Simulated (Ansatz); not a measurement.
# A hypothetical structure for ZnPbO2, part 2 of 2

Starting from a made-up structure for ZnPbO2, the aim is the relaxed cell, its shortest contacts and, where a second run follows, its electronic structure.

Ansatz 0.2.0; DFT, r2SCAN, plane-wave PAW, files of the set soft_1, scalar-relativistic, no spin, cell and ions relaxed at zero pressure; PAW set soft_1 (the session's first sound run).

So far: Set-up; Relaxation of the guess. The relaxed cell has a = 3.867, c = 7.491 Å (conventional setting).

### Step 3. Electronic structure of the relaxed cell

With the geometry fixed, one more self-consistent run, with a narrower smearing and the mesh shown in its input, gives the bands, and its pressure, and its forces where symmetry allows any, show how far the geometry depends on these settings.

This step: DFT, r2SCAN, plane-wave PAW, files of the set soft_1, scalar-relativistic, no spin, bands and density of states at the relaxed cell; PAW set soft_1 (Ansatz 0.2.0).

input.yaml

```yaml
crystal:
  lattice:
    - [3.8669566105, 0.0, 0.0]
    - [0.0, 3.8669566105, 0.0]
    - [0.0, 0.0, 7.4914107819]
  atoms:
    - { symbol: Pb, position: [0.0, 0.5, 0.1693857166] }
    - { symbol: Pb, position: [0.5, 0.0, 0.8306142834] }
    - { symbol: Zn, position: [0.0, 0.5, 0.5854905607] }
    - { symbol: Zn, position: [0.5, 0.0, 0.4145094393] }
    - { symbol: O, position: [0.0, 0.5, 0.8609966744] }
    - { symbol: O, position: [0.5, 0.0, 0.1390033256] }
    - { symbol: O, position: [0.5, 0.5, 0.5] }
    - { symbol: O, position: [0.0, 0.0, 0.5] }
kpoints:
  mp_grid: { grid: [8, 8, 4] }
  band_path:
    path:
      - [[0.0, 0.0, 0.0], [0.0, 0.5, 0.0], [0.5, 0.5, 0.0], [0.0, 0.0, 0.0], [0.0, 0.0, 0.5], [0.0, 0.5, 0.5], [0.5, 0.5, 0.5], [0.0, 0.0, 0.5]]
      - [[0.0, 0.5, 0.0], [0.0, 0.5, 0.5]]
      - [[0.5, 0.5, 0.0], [0.5, 0.5, 0.5]]
    npoints: 8
scf:
  occupations: { method: fermi_dirac, width: 0.03 }
  n_extra_bands: 12
hamiltonian:
  xc: r2scan
  pseudopotentials: { kind: paw, azcp: { folder: soft_1 } }
output:
  forces: true
  stress: true
  write_bands: true
  dos: { projected: true }
  write_density: true
  write_potential: true
  elf: true
  volumetric_format: npy
```

Command:

```console
$ ansatz run input.yaml --threads 4 --pin off --max-ram 10240MiB --backend cpu --events-out ev --progress --plain --runs-dir out
```

Numbers of over 12 decimals in the logs are rounded to 6 here.

Output:

```text
[...]
Crystal: 8 atoms, lattice volume = 112.022 Å³
Basis set: ecut = 500 eV, 2807 PW (Γ), exchange–correlation on 120×120×240 points (64 copies of the dense FFT grid, shifted against one another)
Bands: 50, of which v1, the nominal top of the filled ones, is band 38 counted from 1 (37 counted from 0)
Symmetry: 16 space group operations
[...]
k-points: 45 of 256
[...]
SCF iter   1: F=—  HF=-32774.247662 eV  |F-HF|=—  |Δ(HF+E_count)|=         —  Δρ=1.00e-1  dr2=1.24e1  dr2_τ=3.07e-1  ethr=3.10e-3  ⟨swp⟩=7.5  Hψ=10790  notcnv=0  defer=26
[...]
SCF iter  11: F=-32771.137167 eV  HF=-32771.137167 eV  |F-HF|=1.88e-9  |Δ(HF+E_count)|=   4.02e-8  Δρ=2.83e-6  dr2=1.09e-8  dr2_τ=6.56e-10  ethr=1.32e-10  ⟨swp⟩=18.2  Hψ=18252  notcnv=0
SCF 1 converged in 11 iterations: F = -32771.137167 eV  dr2 = 1.09e-8
[...]
NSCF: frozen V_eff on 75 k-points
SCF converged after 11 iterations
Free energy (F): -32771.137167 eV
[...]
Internal energy: -32771.137167 eV  (E = F + TS)
E sigma→0 (E₀):  -32771.137167 eV
Entropy (-TS):   -0.000000 eV (-0.000 meV/atom)
Fermi energy:    10.818970 eV
[...]
--- Forces (eV/Å), atoms counted from 1 ---
  atom   1  Pb     0.00000000     0.00000000     0.00599304
  atom   2  Pb     0.00000000     0.00000000    -0.00599304
  atom   3  Zn     0.00000000     0.00000000    -0.00225781
  atom   4  Zn     0.00000000     0.00000000     0.00225781
  atom   5  O      0.00000000     0.00000000     0.00566638
  atom   6  O      0.00000000     0.00000000    -0.00566638
  atom   7  O      0.00000000     0.00000000     0.00000000
  atom   8  O      0.00000000     0.00000000    -0.00000000
  max |Σ_I F_I| component: 1.04e-17 eV/Å
--- Stress (GPa, compression-positive) ---
       -0.009814       0.000000       0.000000
        0.000000      -0.009814       0.000000
        0.000000       0.000000       0.003490
  P = ⅓ Tr σ = -0.0054 GPa (-0.054 kbar)
--- Band table (eV; the first three rows and the last of 45) ---
  k-point 0: bands = [... 34 lower, 8.4160, 8.8445, 8.8445, 9.1052, 13.1210, 14.8886, 15.7550, 15.7550, ... 8 higher]
  k-point 1: bands = [... 34 lower, 8.6012, 8.8240, 8.8240, 9.1051, 12.7666, 14.0180, 15.8475, 15.8475, ... 8 higher]
  k-point 2: bands = [... 34 lower, 8.8018, 8.8018, 9.1049, 9.1267, 12.2651, 13.5846, 15.9434, 15.9434, ... 8 higher]
  k-point 44: bands = [... 34 lower, 7.6915, 7.6915, 10.3653, 10.3653, 13.8455, 13.8455, 14.4391, 14.4391, ... 8 higher]
```

Wall time 16 s (4 threads of Arm Neoverse V2, shared host); peak memory 0.89 GiB; 62 s of CPU time.

In the SCF lines HF is the Harris–Foulkes energy and dr2 the Hartree energy of the density residual, in eV; the loop may stop once dr2 is under the threshold and the program's other checks hold. Hψ counts applications of the Hamiltonian.

This step gave:

* Fermi energy: 10.82 eV
* gap by band count: 0.8862 eV
* pressure: -0.005379 GPa

From bands.tsv. The electronic bands at the labelled points (eV, zero at the valence top; v1 is the highest filled band, c1 the lowest empty one):

```
    point     v4     v3     v2     v1    c1    c2    c3    c4
        Γ  -1.95  -1.52  -1.52  -1.26  2.76  4.52  5.39  5.39
  halfway  -1.93  -1.87  -1.74  -1.37  2.29  3.18  4.09  4.79
        X  -2.23  -2.23  -1.14  -1.14  1.25  1.25  4.44  4.44
  halfway  -1.95  -1.95  -0.78  -0.78  2.44  2.44  4.08  4.08
        M  -2.25  -2.25   0.00   0.00  3.66  3.66  3.90  3.90
  halfway  -1.93  -1.86  -1.68  -0.50  1.98  2.98  3.96  4.03
        Γ  -1.95  -1.52  -1.52  -1.26  2.76  4.52  5.39  5.39
  halfway  -1.76  -1.54  -1.54  -1.26  2.40  3.65  5.48  5.48
        Z  -1.56  -1.56  -1.26  -1.24  1.90  3.22  5.58  5.58
  halfway  -2.38  -1.81  -1.32  -1.26  2.39  2.42  3.87  4.93
        R  -1.99  -1.99  -1.21  -1.21  0.89  0.89  4.50  4.50
  halfway  -2.11  -2.11  -0.78  -0.78  2.14  2.14  4.07  4.07
        A  -2.67  -2.67   0.00   0.00  3.48  3.48  4.07  4.07
  halfway  -1.88  -1.81  -1.58  -0.49  1.87  2.45  4.20  4.24
        Z  -1.56  -1.56  -1.26  -1.24  1.90  3.22  5.58  5.58
jump to X  -2.23  -2.23  -1.14  -1.14  1.25  1.25  4.44  4.44
  halfway  -2.13  -2.13  -1.18  -1.18  1.06  1.06  4.47  4.47
        R  -1.99  -1.99  -1.21  -1.21  0.89  0.89  4.50  4.50
jump to M  -2.25  -2.25   0.00   0.00  3.66  3.66  3.90  3.90
  halfway  -2.59  -2.59   0.00   0.00  3.58  3.58  4.18  4.18
        A  -2.67  -2.67   0.00   0.00  3.48  3.48  4.07  4.07
```

Counts of states for the cell as run, both spins, by energy window (eV from the valence-band top):

```
from  to  total
  -8  -7   0.38
  -7  -6   8.46
  -6  -5  10.99
  -5  -4   6.00
  -4  -3   4.89
  -3  -2   7.19
  -2  -1   4.54
  -1   0   1.55
   0   1   0.00
   1   2   1.17
   2   3   2.18
   3   4   1.10
   4   5   5.96
```

Below -8 eV lie 32.0 more states.

ELF in the ac plane at fractional y = 0.000, with atoms of Pb and Zn and O within 0.2 Å of it. It is the smooth field of the valence electrons, not physical close to the nuclei.

Ten even steps from '0' (0.00) to '9' (0.81), each cell a mean:
```
00012233322100
00134544444210
00245311245410
00355200035420
00355200045420
00245532455310
00124666654200
22112455532112
76311122211246
99741011002589
89962111113799
47962111113896
79951000012698
99831000001499
87511000001268
43211100011123
10001111111000
00013455542100
00136999985200
00158987898410
00269974898510
00258998998410
00136889875200
00012344432100
```
Columns run along a (3.9 Å), rows up along c (7.5 Å). Atoms in or near the plane, at fractional coordinates: Pb at (0.50, 0.83), Zn at (0.50, 0.41), O at (0.50, 0.14), O at (0.00, 0.50).

Valence density in the ac plane at fractional y = 0.000, with atoms of Pb and Zn and O within 0.2 Å of it. It is the smooth field of the valence electrons, not physical close to the nuclei.

Values in e/Å³, 24 rows by 14 columns, each cell a mean:
```
 0  0  0  0  0  0  1  1  1  0  0  0  0  0
 0  0  0  0  1  1  2  2  2  1  0  0  0  0
 0  0  0  0  1  3  5  5  4  2  1  0  0  0
 0  0  0  1  2  4  7  8  6  3  1  0  0  0
 0  0  0  0  2  4  6  7  5  3  1  0  0  0
 0  0  0  0  1  2  3  4  3  2  1  0  0  0
 0  0  0  0  0  1  1  1  1  1  0  0  0  0
 0  0  0  0  0  0  0  0  0  0  0  0  0  0
 0  0  0  0  0  0  0  0  0  0  0  0  0  0
 1  1  0  0  0  0  0  0  0  0  0  0  1  1
 5  3  1  0  0  0  0  0  0  0  0  1  2  4
 8  5  2  1  0  1  1  1  1  0  0  1  3  6
 6  4  2  1  1  2  7 12  6  1  1  1  2  5
 2  2  1  0  1  5 21 35 16  2  1  1  1  2
 1  0  0  0  1  3 14 23 11  2  0  0  0  0
 0  0  0  0  0  1  3  4  2  1  0  0  0  0
 0  0  0  0  0  0  1  1  1  0  0  0  0  0
 0  0  0  0  0  0  1  1  1  0  0  0  0  0
 0  0  0  0  0  1  2  2  2  1  0  0  0  0
 0  0  0  0  1  2  5  6  4  2  0  0  0  0
 0  0  0  0  1  3  6  8  5  2  1  0  0  0
 0  0  0  0  1  2  4  5  3  1  0  0  0  0
 0  0  0  0  0  1  1  1  1  1  0  0  0  0
 0  0  0  0  0  0  0  1  0  0  0  0  0  0
```
Columns run along a (3.9 Å), rows up along c (7.5 Å). Atoms in or near the plane, at fractional coordinates: Pb at (0.50, 0.83), Zn at (0.50, 0.41), O at (0.50, 0.14), O at (0.00, 0.50).

Electrostatic potential energy in the ac plane at fractional y = 0.000, with atoms of Pb and Zn and O within 0.2 Å of it. With pseudopotentials it is smooth inside the atoms' cores, unlike the true potential.

Ten even steps from '_' (-41 eV) to '@' (14 eV), each cell a mean:
```
@@@@@@@@%%##******##%%@@@@@@
@@@@@@%%**--::::::==##%%@@@@
@@@@%%##--....::..::++%%@@@@
@@@@%%**::..::--::..--##@@@@
@@@@%%##--..::::::..==##@@@@
@@@@@@%%++::......--**%%@@@@
@@@@@@%%##++==--==**%%@@@@@@
@@@@@@@@@@%%%%%%%%%%@@@@@@@@
@@@@@@@@@@@@@@@@@@@@@@@@@@@@
##%%@@@@@@@@@@@@@@@@@@@@@@%%
::--##@@@@@@%%%%%%@@@@@@**--
__::++@@%%**==--==##@@%%==..
..--**%%**::______--##%%++::
++**%%%%++________::**@@%%++
@@@@@@@@++..______::##@@@@@@
@@@@@@@@##==::..::++%%@@@@@@
@@@@@@@@@@%%****##%%@@@@@@@@
@@@@@@@@@@@@@@%%@@@@@@@@@@@@
@@@@@@@@@@%%**++**@@@@@@@@@@
@@@@@@@@@@==::..::**@@@@@@@@
@@@@@@@@%%==..__::++@@@@@@@@
@@@@@@@@@@++--::--##@@@@@@@@
@@@@@@@@@@@@##**##@@@@@@@@@@
@@@@@@@@@@@@%%%%@@@@@@@@@@@@
```
Columns run along a (3.9 Å; values clipped at the 3rd and 97th percentile), rows up along c (7.5 Å). Atoms in or near the plane, at fractional coordinates: Pb at (0.50, 0.83), Zn at (0.50, 0.41), O at (0.50, 0.14), O at (0.00, 0.50).

### Step 4. Summary of results

| Quantity | Value |
| --- | --- |
| space group, relaxed | P4/nmm |
| conventional cell | a = 3.867, b = 3.867, c = 7.491 Å; α = 90.0°, β = 90.0°, γ = 90.0° |
| volume per atom | 14.00 Å³ (guess 14.80) |

**Reading.** ZnPbO2 relaxes to P4/nmm with a = 3.867, b = 3.867 and c = 7.491 Å. The guessed volume was 6 % too large. The space group P4/nmm was held in the relaxation, so the end point is a stationary structure within it and may be a saddle against distortions or other arrangements. It has an indirect Kohn–Sham gap of 0.89 eV, which semilocal functionals understate. On the 8×8×4 mesh with the narrower smearing (relaxed on 7×7×4) the largest force component is 0.006 eV/Å and the largest stress component is 0.010 GPa, within the relaxation's thresholds of 0.015 eV/Å and 0.05 GPa. The cutoff wasn't tested. Spin-orbit coupling is left out, which can matter for elements this heavy. No dispersion term is used, so weakly bound directions may come out too long. Nothing here tests whether the compound is stable against decomposition.

[Logs are printed without paths, hosts, clocks, repeated set-up lines and the standing remarks that a program may print on its own settings, such as how far it seeks lower states.]

[Hosts, paths, dates, database ids (printed as entryN), source tags and the programs' standing remarks are cut or masked in the printed files.]
